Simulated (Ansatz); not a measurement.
# BeClF: complex band structure

Aim: relax a made-up compound, BeClF, and see how good a tunnel barrier it would be. It is built by putting Cl for part of the F in the BeF2 structure of space group P6_222, with the volume rescaled by atomic radii. The parent structure comes from the Materials Project.

Program: Ansatz 0.2.0. Level of theory: PBE DFT, plane waves, PAW files, in the first sound run; inputs show where later runs differ. Results are calculated unless marked as measured.

The structure was built from a prototype and need not be the compound's stable phase.

## 1. Set-up

Symmetry: P3_212, No. 153, trigonal system. The conventional cell has a = 5.458 Å, b = 5.458 Å, c = 5.982 Å, α = 90.00°, β = 90.00°, γ = 120.00°. Be has 2 F at 1.73 Å and 2 Cl at 1.73 Å nearest. Cl has 2 Be at 1.73 Å nearest. F has 2 Be at 1.73 Å nearest. It derives from BeF2. Cl for part of the F in the BeF2 structure of space group P6_222. Farther neighbours and most contacts between anions are not listed.

Coordinates:

```cif
data_structure
_symmetry_space_group_name_H-M 'P 1'
_symmetry_Int_Tables_number 1
_cell_length_a 5.4578
_cell_length_b 5.4578
_cell_length_c 5.9820
_cell_angle_alpha 90.000
_cell_angle_beta 90.000
_cell_angle_gamma 120.000
_cell_volume 154.32
loop_
_atom_site_label
_atom_site_type_symbol
_atom_site_fract_x
_atom_site_fract_y
_atom_site_fract_z
_atom_site_occupancy
Be1 Be 0.00000 0.50000 0.66667 1
Be2 Be 0.50000 0.00000 0.00000 1
Be3 Be 0.50000 0.50000 0.33333 1
Cl4 Cl 0.79063 0.58126 0.50000 1
F5 F 0.20937 0.79063 0.83333 1
Cl6 Cl 0.79063 0.20937 0.83333 1
Cl7 Cl 0.41874 0.20937 0.16667 1
F8 F 0.58126 0.79063 0.16667 1
F9 F 0.20937 0.41874 0.50000 1
```

## 2. Relaxing the new crystal

The substituted atoms don't fit the parent's cell, so cell and atoms relax together. A small smearing keeps the run stable in case the gap closes on the way.

File input.yaml:

```yaml
crystal:
  lattice:
    - [5.4577882226, 0.0, 0.0]
    - [-2.7288941113, 4.7265832493, 0.0]
    - [0.0, 0.0, 5.9820236902]
  atoms:
    - { symbol: Be, position: [0.0, 0.5, 0.6666666667] }
    - { symbol: Be, position: [0.5, 0.0, 0.0] }
    - { symbol: Be, position: [0.5, 0.5, 0.3333333333] }
    - { symbol: Cl, position: [0.790630035, 0.58126007, 0.5] }
    - { symbol: F, position: [0.209369965, 0.790630035, 0.8333333333] }
    - { symbol: Cl, position: [0.790630035, 0.209369965, 0.8333333333] }
    - { symbol: Cl, position: [0.41873993, 0.209369965, 0.1666666667] }
    - { symbol: F, position: [0.58126007, 0.790630035, 0.1666666667] }
    - { symbol: F, position: [0.209369965, 0.41873993, 0.5] }
kpoints:
  mp_grid: { grid: [6, 6, 4] }
scf:
  occupations: { method: gaussian, width: 0.03 }
hamiltonian:
  xc: pbe
output:
  forces: true
  stress: true
relax:
  f_tol: 0.02
  max_steps: 60
  cell: {}
```

Run with:

```sh
$ ansatz run input.yaml --threads 2 --pin off --max-ram 4096MiB --backend cpu --events-out ev --progress --plain --runs-dir out
```

Numbers of over 12 decimals in the logs are rounded to 6 here.

Output:

```text
Engine: ansatz 0.2.0, aarch64-unknown-linux-gnu
Pseudopotentials: kind: paw
Pseudopotential: Be, paw, valence charge 2, recommended cutoff 420 eV (normal), Be.paw.azcp
Pseudopotential: Cl, paw, valence charge 7, recommended cutoff 420 eV (normal), Cl.paw.azcp
Pseudopotential: F, paw, valence charge 7, recommended cutoff 420 eV (normal), F.paw.azcp
Functional definition: PBE
  parameter kappa = 0.804
  parameter beta = 0.066725
  exchange = pbe_x(kappa = kappa, mu = beta*pi^2/3)
  correlation = pbe_c(beta = beta)
Crystal: 9 atoms, lattice volume = 154.316 Å³
Basis set: ecut = 420 eV, 3001 PW (Γ), exchange–correlation on 80×80×80 points (8 copies of the dense FFT grid, shifted against one another)
Bands: 33, of which v1, the nominal top of the filled ones, is band 24 counted from 1 (23 counted from 0)
Symmetry: 6 space group operations
Space group: P3212 (ITA 153), of the structure as read, at distance tolerance 5.4e-5 Å
k-points: 24 of 144 (time reversal used)
Non-local potential: Be, projectors of the file, l = 0: 2, l = 1: 2, l = 2: 1
Non-local potential: Cl, projectors of the file, l = 0: 2, l = 1: 2, l = 2: 2
Non-local potential: F, projectors of the file, l = 0: 2, l = 1: 2, l = 2: 1
PAW form: soft (Blöchl's): semilocal exchange-correlation on the pseudo side does not see the compensation charge
PAW one-centre angular grid: Be, 110 points (default); XC on 64 Gauss nodes
PAW one-centre angular grid: Cl, 110 points (default); XC on 64 Gauss nodes
PAW one-centre angular grid: F, 110 points (default); XC on 64 Gauss nodes
Initial density: superposition of atomic densities (neutral atoms: chi_scale 0, normalization atom), corrected by the library's trained network
Initial wavefunctions: pseudopotential atomic-orbital guess
Functional: x = pbe(κ = 0.804, μ = 0.219515), c = pbe(β = 0.066725)
SCF iter   1: F=—  HF=-5949.239477 eV  |F-HF|=—  |Δ(HF+E_count)|=         —  Δρ=1.76e-3  dr2=3.61e-3  ethr=1.77e-3  ⟨swp⟩=8.8  Hψ=4735  notcnv=0  defer=3
preconditioner: auto → Resta (q_TF=auto, 2.246 Å⁻¹)  ε∞=2.8  [insulator: Δε(μ)=6.710 eV  Ē_g=15.501 eV  σ=0.030 eV  W_gap=1.00  n_scr=22 (ndim 8)  ℏωp=20.7 eV  f_vac=0.213  D(μ)=0.00/eV (n_scr^D=0)  ε∞_Penn≈2.8]
SCF iter   2: F=—  HF=-5949.232486 eV  |F-HF|=—  |Δ(HF+E_count)|=   6.99e-3  Δρ=1.00e-3  dr2=1.10e-3  ethr=7.52e-6  ⟨swp⟩=2.0  Hψ=1608  notcnv=0  defer=55
SCF iter   3: F=—  HF=-5949.231782 eV  |F-HF|=—  |Δ(HF+E_count)|=   7.05e-4  Δρ=2.67e-4  dr2=1.13e-4  ethr=2.30e-6  ⟨swp⟩=2.4  Hψ=1253  notcnv=0  defer=55
SCF iter   4: F=—  HF=-5949.231808 eV  |F-HF|=—  |Δ(HF+E_count)|=   2.59e-5  Δρ=1.09e-4  dr2=1.52e-5  ethr=2.35e-7  ⟨swp⟩=2.6  Hψ=1332  notcnv=0  defer=55
SCF iter   5: F=—  HF=-5949.231834 eV  |F-HF|=—  |Δ(HF+E_count)|=   2.63e-5  Δρ=6.57e-5  dr2=5.10e-6  ethr=3.17e-8  ⟨swp⟩=2.0  Hψ=1255  notcnv=0  defer=55
SCF iter   6: F=—  HF=-5949.231834 eV  |F-HF|=—  |Δ(HF+E_count)|=   1.21e-8  Δρ=1.81e-5  dr2=3.60e-7  ethr=1.06e-8  ⟨swp⟩=2.0  Hψ=1276  notcnv=0  defer=55
SCF iter   7: F=-5949.231834 eV  HF=-5949.231834 eV  |F-HF|=1.02e-9  |Δ(HF+E_count)|=   4.82e-8  Δρ=3.88e-6  dr2=2.10e-8  ethr=2.08e-10  ⟨swp⟩=4.0  Hψ=2472  notcnv=0
SCF 1 converged in 7 iterations: F = -5949.231834 eV  dr2 = 2.10e-8
  greatest PAW one-centre occupation: 0.925 electrons in one spin orbital (limit 2), on the F atom at site 8 (counted from 0), in its partial waves of l = 0
relax step   1: F+E_penalty+E_count = -5949.23183413 eV  Δ(F+E_penalty+E_count) = +0.000e0 eV  max|allowed force component| = 5.746e0 eV/Å  Δτ_max = 0.0000 Å  P = +13.734 GPa  Ω = 154.316 Å³  (7 SCF iters, dr2 threshold 1.00e-7 eV, accepted)
Crystal: 9 atoms, lattice volume = 158.118 Å³
Basis set: ecut = 420 eV, 3063 PW (Γ), exchange–correlation on 80×80×80 points (8 copies of the dense FFT grid, shifted against one another)
Initial density: handed on by an earlier stage of this run
Initial wavefunctions: those handed on with the density
iter 1 solved again at ethr=5.18e-4 eV; its pass at ethr=3.10e-3 eV (dr2=2.49e-1 eV) is discarded
SCF iter   1: F=—  HF=-5951.937798 eV  |F-HF|=—  |Δ(HF+E_count)|=         —  Δρ=1.33e-2  dr2=2.48e-1  ethr=5.18e-4  ⟨swp⟩=1.8  Hψ=4392  notcnv=0
preconditioner: auto → Resta (q_TF=auto, 2.237 Å⁻¹)  ε∞=2.7  [insulator: Δε(μ)=6.738 eV  Ē_g=15.594 eV  σ=0.030 eV  W_gap=1.00  n_scr=22 (ndim 8)  ℏωp=20.5 eV  f_vac=0.210  D(μ)=0.00/eV (n_scr^D=0)  ε∞_Penn≈2.7]
SCF iter   2: F=—  HF=-5951.874731 eV  |F-HF|=—  |Δ(HF+E_count)|=   6.31e-2  Δρ=5.95e-3  dr2=3.56e-2  ethr=5.17e-4  ⟨swp⟩=2.8  Hψ=1383  notcnv=0
SCF iter   3: F=—  HF=-5951.868991 eV  |F-HF|=—  |Δ(HF+E_count)|=   5.74e-3  Δρ=1.71e-3  dr2=2.39e-3  ethr=7.41e-5  ⟨swp⟩=3.2  Hψ=1458  notcnv=0
SCF iter   4: F=—  HF=-5951.869125 eV  |F-HF|=—  |Δ(HF+E_count)|=   1.34e-4  Δρ=7.61e-4  dr2=5.99e-4  ethr=4.99e-6  ⟨swp⟩=2.0  Hψ=1508  notcnv=0
SCF iter   5: F=—  HF=-5951.869046 eV  |F-HF|=—  |Δ(HF+E_count)|=   7.92e-5  Δρ=1.36e-4  dr2=2.65e-5  ethr=1.25e-6  ⟨swp⟩=2.0  Hψ=1251  notcnv=0
SCF iter   6: F=-5951.869071 eV  HF=-5951.869071 eV  |F-HF|=3.89e-7  |Δ(HF+E_count)|=   2.45e-5  Δρ=1.87e-5  dr2=5.25e-7  ethr=1.87e-9  ⟨swp⟩=3.7  Hψ=3392  notcnv=0
SCF 2 converged in 6 iterations: F = -5951.869071 eV  dr2 = 5.25e-7
  greatest PAW one-centre occupation: 0.925 electrons in one spin orbital (limit 2), on the F atom at site 4 (counted from 0), in its partial waves of l = 0
relax step   2: F+E_penalty+E_count = -5951.86907100 eV  Δ(F+E_penalty+E_count) = -2.637e0 eV  max|allowed force component| = 3.606e0 eV/Å  Δτ_max = 0.1372 Å  P = +6.927 GPa  Ω = 158.118 Å³  energy of the carried Pulay correction = -5.664e-3 eV  (6 SCF iters, dr2 threshold 9.00e-7 eV, accepted)
Crystal: 9 atoms, lattice volume = 158.029 Å³
Basis set: ecut = 420 eV, 3115 PW (Γ), exchange–correlation on 80×80×80 points (8 copies of the dense FFT grid, shifted against one another)
iter 1 solved again at ethr=8.50e-4 eV; its pass at ethr=3.10e-3 eV (dr2=4.08e-1 eV) is discarded
SCF iter   1: F=—  HF=-5953.871536 eV  |F-HF|=—  |Δ(HF+E_count)|=         —  Δρ=1.59e-2  dr2=4.07e-1  ethr=8.50e-4  ⟨swp⟩=1.2  Hψ=4690  notcnv=0
preconditioner: auto → Resta (q_TF=auto, 2.237 Å⁻¹)  ε∞=2.7  [insulator: Δε(μ)=6.623 eV  Ē_g=15.818 eV  σ=0.030 eV  W_gap=1.00  n_scr=22 (ndim 8)  ℏωp=20.5 eV  f_vac=0.186  D(μ)=0.00/eV (n_scr^D=0)  ε∞_Penn≈2.7]
SCF iter   2: F=—  HF=-5953.773369 eV  |F-HF|=—  |Δ(HF+E_count)|=   9.82e-2  Δρ=7.11e-3  dr2=5.90e-2  ethr=8.48e-4  ⟨swp⟩=2.0  Hψ=1166  notcnv=0
SCF iter   3: F=—  HF=-5953.766776 eV  |F-HF|=—  |Δ(HF+E_count)|=   6.59e-3  Δρ=2.17e-3  dr2=4.45e-3  ethr=1.23e-4  ⟨swp⟩=3.5  Hψ=1371  notcnv=0
SCF iter   4: F=—  HF=-5953.767562 eV  |F-HF|=—  |Δ(HF+E_count)|=   7.86e-4  Δρ=1.06e-3  dr2=1.13e-3  ethr=9.28e-6  ⟨swp⟩=2.0  Hψ=1572  notcnv=0
SCF iter   5: F=—  HF=-5953.767432 eV  |F-HF|=—  |Δ(HF+E_count)|=   1.29e-4  Δρ=1.90e-4  dr2=5.09e-5  ethr=2.35e-6  ⟨swp⟩=2.0  Hψ=1219  notcnv=0
SCF iter   6: F=—  HF=-5953.767474 eV  |F-HF|=—  |Δ(HF+E_count)|=   4.13e-5  Δρ=3.58e-5  dr2=1.70e-6  ethr=1.06e-7  ⟨swp⟩=2.0  Hψ=1144  notcnv=0
SCF iter   7: F=-5953.767474 eV  HF=-5953.767474 eV  |F-HF|=1.24e-7  |Δ(HF+E_count)|=   5.06e-7  Δρ=1.02e-5  dr2=1.21e-7  ethr=1.87e-9  ⟨swp⟩=4.0  Hψ=2523  notcnv=0
SCF 3 converged in 7 iterations: F = -5953.767474 eV  dr2 = 1.21e-7
  greatest PAW one-centre occupation: 0.926 electrons in one spin orbital (limit 2), on the F atom at site 4 (counted from 0), in its partial waves of l = 0
relax step   3: F+E_penalty+E_count = -5953.76747420 eV  Δ(F+E_penalty+E_count) = -1.898e0 eV  max|allowed force component| = 1.130e0 eV/Å  Δτ_max = 0.1989 Å  P = +3.017 GPa  Ω = 158.029 Å³  energy of the carried Pulay correction = -5.533e-3 eV  (7 SCF iters, dr2 threshold 9.00e-7 eV, accepted)
[... from here on, the SCF cycles and remarks between the steps are left out ...]
relax step   4: F+E_penalty+E_count = -5953.93246204 eV  Δ(F+E_penalty+E_count) = -1.650e-1 eV  max|allowed force component| = 1.230e-1 eV/Å  Δτ_max = 0.0821 Å  P = -2.480 GPa  Ω = 172.845 Å³  energy of the carried Pulay correction = -2.637e-2 eV  (7 SCF iters, dr2 threshold 9.00e-7 eV, accepted)
relax step   5: F+E_penalty+E_count = -5954.02331628 eV  Δ(F+E_penalty+E_count) = -9.085e-2 eV  max|allowed force component| = 2.926e-2 eV/Å  Δτ_max = 0.0231 Å  P = -0.036 GPa  Ω = 165.947 Å³  energy of the carried Pulay correction = -1.690e-2 eV  (6 SCF iters, dr2 threshold 9.00e-7 eV, accepted)
relax step   6: F+E_penalty+E_count = -5954.02771997 eV  Δ(F+E_penalty+E_count) = -4.404e-3 eV  max|allowed force component| = 2.584e-2 eV/Å  Δτ_max = 0.0056 Å  P = +0.048 GPa  Ω = 165.638 Å³  energy of the carried Pulay correction = -1.647e-2 eV  (5 SCF iters, dr2 threshold 4.51e-7 eV, accepted)
relax step   7: F+E_penalty+E_count = -5954.02793500 eV  Δ(F+E_penalty+E_count) = -2.150e-4 eV  max|allowed force component| = 1.162e-2 eV/Å  Δτ_max = 0.0065 Å  P = +0.019 GPa  Ω = 165.637 Å³  energy of the carried Pulay correction = -1.647e-2 eV  (5 SCF iters, dr2 threshold 4.17e-8 eV, accepted)
relax step   8: F+E_penalty+E_count = -5954.05608123 eV  Δ(F+E_penalty+E_count) = -2.815e-2 eV  max|allowed force component| = 1.330e-2 eV/Å  Δτ_max = 0.0000 Å  P = +0.329 GPa  Ω = 165.637 Å³  stress off target by 4.00e-1 GPa  SCF on the basis re-selected at this cell (its energy is not comparable with the rows above)  (6 SCF iters)
relax step   9: F+E_penalty+E_count = -5954.05648781 eV  Δ(F+E_penalty+E_count) = -4.066e-4 eV  max|allowed force component| = 1.521e-3 eV/Å  Δτ_max = 0.0046 Å  P = +0.065 GPa  Ω = 166.570 Å³  energy of the carried Pulay correction = -1.284e-3 eV  (5 SCF iters, dr2 threshold 4.00e-7 eV, accepted)
relax step  10: F+E_penalty+E_count = -5954.05618485 eV  Δ(F+E_penalty+E_count) = +3.030e-4 eV  max|allowed force component| = 2.803e-3 eV/Å  Δτ_max = 0.0018 Å  P = -0.009 GPa  Ω = 166.823 Å³  energy of the carried Pulay correction = -1.646e-3 eV  (5 SCF iters, dr2 threshold 1.57e-8 eV, accepted)
iter 1 solved again at ethr=1.74e-6 eV; its pass at ethr=3.10e-3 eV (dr2=8.37e-4 eV) is discarded
SCF iter   1: F=—  HF=-5954.057893 eV  |F-HF|=—  |Δ(HF+E_count)|=         —  Δρ=6.63e-5  dr2=8.35e-7  ethr=1.74e-6  ⟨swp⟩=2.8  Hψ=5930  notcnv=0
eigensolver tolerance schedule: the retry pair's looser diagonalisation over-reported the residual by 1001.77 of it (diagonalisation noise at 1.29 of the residual, at the tolerance the schedule requests for it); recorded, not acted on — ethr = c·dr2/N_el stays at c = 1.0e-1
preconditioner: auto → Resta (q_TF=auto, 2.217 Å⁻¹)  ε∞=3.0  [insulator: Δε(μ)=6.085 eV  Ē_g=13.308 eV  σ=0.030 eV  W_gap=1.00  n_scr=28 (ndim 8)  ℏωp=18.6 eV  f_vac=0.198  D(μ)=0.00/eV (n_scr^D=0)  ε∞_Penn≈3.0]
SCF iter   2: F=—  HF=-5954.057990 eV  |F-HF|=—  |Δ(HF+E_count)|=   9.69e-5  Δρ=3.07e-5  dr2=2.17e-7  ethr=1.74e-9  ⟨swp⟩=2.0  Hψ=1368  notcnv=0
SCF iter   3: F=—  HF=-5954.058018 eV  |F-HF|=—  |Δ(HF+E_count)|=   2.79e-5  Δρ=1.10e-5  dr2=2.25e-8  ethr=4.51e-10  ⟨swp⟩=2.2  Hψ=1186  notcnv=0
SCF iter   4: F=—  HF=-5954.058021 eV  |F-HF|=—  |Δ(HF+E_count)|=   3.11e-6  Δρ=5.06e-7  dr2=3.77e-10  ethr=4.69e-11  ⟨swp⟩=2.1  Hψ=1299  notcnv=0
SCF iter   5: F=-5954.058021 eV  HF=-5954.058021 eV  |F-HF|=7.91e-11  |Δ(HF+E_count)|=   1.07e-9  Δρ=1.59e-7  dr2=6.01e-11  ethr=1.00e-12  ⟨swp⟩=4.1  Hψ=2546  notcnv=0
SCF 11 converged in 5 iterations: F = -5954.058021 eV  dr2 = 6.01e-11
relax step  11: F+E_penalty+E_count = -5954.05802063 eV  Δ(F+E_penalty+E_count) = -1.836e-3 eV  max|allowed force component| = 2.710e-3 eV/Å  Δτ_max = 0.0000 Å  P = +0.000 GPa  Ω = 166.823 Å³  stress off target by 2.28e-3 GPa  SCF on the basis re-selected at this cell (its energy is not comparable with the rows above)  (5 SCF iters)
basis re-selected at this cell: Δ(F+E_penalty+E_count) = -1.836e-3 eV, ΔP = +0.009 GPa vs the last step (what re-selecting the basis moved, of the pressure what is left beyond the Pulay correction that the steps carried, after the strain that the cell walked since its last selection, with what the two solves' SCF thresholds leave and, on support functions, any second-order correction that the steps lacked; it is no m [...]
SCF converged after 5 iterations
Free energy (F): -5954.058021 eV
Harris-Foulkes:  -5954.058021 eV  (|F-HF|=7.91e-11)
Internal energy: -5954.058021 eV  (E = F + TS)
E sigma→0 (E₀):  -5954.058021 eV
Fermi energy:    2.887209 eV
--- Per-component energies (eV) ---
  E_band       = -336.840396
  E_kinetic    = 1163.800008
  E_local      = -3431.843980  (includes V_loc(G=0)·N_el)
  E_nonlocal   = 319.358912
  E_hartree    = 1269.354668
  E_xc         = -617.414322
  E_vxc        = -731.723888  (∫ρ·V_xc dr)
  E_paw        = -2759.884938  (= ΣΔE_a)
  E_vpaw       = -195.147384  (= ΣTr[D̂ρ^β])
  E_aug_tail   = 0.006521  (compensation charges beyond the density's cutoff)
  E_ewald      = -1897.434891
  E_smearing   = -0.000000  (= −TS)
  E_closure    = 0.000000  (closes the sum)
  Σ components = -5954.058021   (vs F -5954.058021, Δ=0.00e0)
--- Forces (eV/Å), atoms counted from 1 ---
  atom   1  Be     0.00234668     0.00135485     0.00000000
  atom   2  Be    -0.00000000    -0.00270971     0.00000000
  atom   3  Be    -0.00234668     0.00135485     0.00000000
  atom   4  Cl    -0.00000000     0.00044984     0.00000000
  atom   5  F      0.00024452    -0.00014117    -0.00000000
  atom   6  Cl     0.00038958    -0.00022492     0.00000000
  atom   7  Cl    -0.00038958    -0.00022492    -0.00000000
  atom   8  F     -0.00024452    -0.00014117     0.00000000
  atom   9  F      0.00000000     0.00028234    -0.00000000
  max |Σ_I F_I| component: 1.02e-16 eV/Å
--- Stress (GPa, compression-positive) ---
        0.001470       0.000000       0.000000
        0.000000       0.001470      -0.000000
        0.000000      -0.000000      -0.002277
  P = ⅓ Tr σ = 0.0002 GPa (0.002 kbar)
--- Relaxed structure (9 steps of the walk, 9 accepted, 2 SCFs on fresh bases) ---
  F+E_penalty+E_count = -5954.05802063 eV   max|allowed force component| = 2.710e-3 eV/Å   (the final SCF, on the basis selected at the relaxed cell)
  cell:  # Å, volume = 166.8232 Å³
    - [5.685076, 1.68227046516602e-17, 0]
    - [-2.842538, 4.923421, 0]
    - [0, 0, 5.960096]
  atoms:
    - { symbol: Be, position: [0.056966, 0.528483, 0.666667] }
    - { symbol: Be, position: [0.471517, -0.056966, 0] }
    - { symbol: Be, position: [0.471517, 0.528483, 0.333333] }
    - { symbol: Cl, position: [0.832299, 0.664598, 0.500000] }
    - { symbol: F, position: [0.240850, 0.759150, 0.833333] }
    - { symbol: Cl, position: [0.832299, 0.167701, 0.833333] }
    - { symbol: Cl, position: [0.335402, 0.167701, 0.166667] }
    - { symbol: F, position: [0.518300, 0.759150, 0.166667] }
    - { symbol: F, position: [0.240850, 0.481700, 0.500000] }
```

Wall time 55 s (2 threads of Arm Neoverse V1, shared host); peak memory 0.42 GiB.

The steps of the relaxation:

```
step  energy less that of the first step (eV)  largest force component (eV/Å)  pressure (GPa)  volume (Å³)
   1                                   0.0000                          5.7456           13.73       154.32
   2                                  -2.6372                          3.6056            6.93       158.12
   3                                  -4.5356                          1.1302            3.02       158.03
   4                                  -4.7006                          0.1230           -2.48       172.85
   5                                  -4.7915                          0.0293           -0.04       165.95
   6                                  -4.7959                          0.0258            0.05       165.64
   7                                  -4.7961                          0.0116            0.02       165.64
  8*                                  -4.8242                          0.0133            0.33       165.64
   9                                  -4.8247                          0.0015            0.06       166.57
  10                                  -4.8244                          0.0028           -0.01       166.82
 11*                                  -4.8262                          0.0027            0.00       166.82
```

Relaxation steps marked * repeat the geometry before them on a plane-wave basis chosen anew for their cell, so energy and pressure can jump there.

The run keeps the 6 symmetry operations that it works with, so distortions that break them were not tested.

```csv
"conventional cell, symmetrised",before,after,change
a (Å),5.458,5.685,+4.2 %
b (Å),5.458,5.685,+4.2 %
c (Å),5.982,5.960,-0.4 %
volume (Å³/atom),17.15,18.54,+8.1 %
```

The atoms that moved most (Å, as changes of fractional coordinates times the final cell):

```
atom      dx      dy     dz  length
 Cl6   0.355  -0.205  0.000   0.410
 Cl7  -0.355  -0.205  0.000   0.410
 Cl4   0.000   0.410  0.000   0.410
  F5   0.268  -0.155  0.000   0.310
  F9   0.000   0.310  0.000   0.310
  F8  -0.268  -0.155  0.000   0.310
 Be3  -0.243   0.140  0.000   0.280
 Be2   0.000  -0.280  0.000   0.280
```

Final coordinates:

```cif
data_structure
_symmetry_space_group_name_H-M 'P 1'
_symmetry_Int_Tables_number 1
_cell_length_a 5.6851
_cell_length_b 5.6851
_cell_length_c 5.9601
_cell_angle_alpha 90.000
_cell_angle_beta 90.000
_cell_angle_gamma 120.000
_cell_volume 166.82
loop_
_atom_site_label
_atom_site_type_symbol
_atom_site_fract_x
_atom_site_fract_y
_atom_site_fract_z
_atom_site_occupancy
Be1 Be 0.05697 0.52848 0.66667 1
Be2 Be 0.47152 0.94303 0.00000 1
Be3 Be 0.47152 0.52848 0.33333 1
Cl4 Cl 0.83230 0.66460 0.50000 1
F5 F 0.24085 0.75915 0.83333 1
Cl6 Cl 0.83230 0.16770 0.83333 1
Cl7 Cl 0.33540 0.16770 0.16667 1
F8 F 0.51830 0.75915 0.16667 1
F9 F 0.24085 0.48170 0.50000 1
```

Numbers from this step:

```
free energy  : -5954.0580 eV
Fermi energy : 2.887 eV
pressure     : 2.21e-4 GPa
```

The largest force component on a free atom ends at 0.0027 eV/Å.

[end of part 1 of 4]

[Logs are printed without paths, hosts, clocks, repeated set-up lines and the standing remarks that a program may print on its own settings, such as how far it seeks lower states.]

[Hosts, paths, dates, database ids (printed as entryN), source tags and the programs' standing remarks are cut or masked in the printed files.]
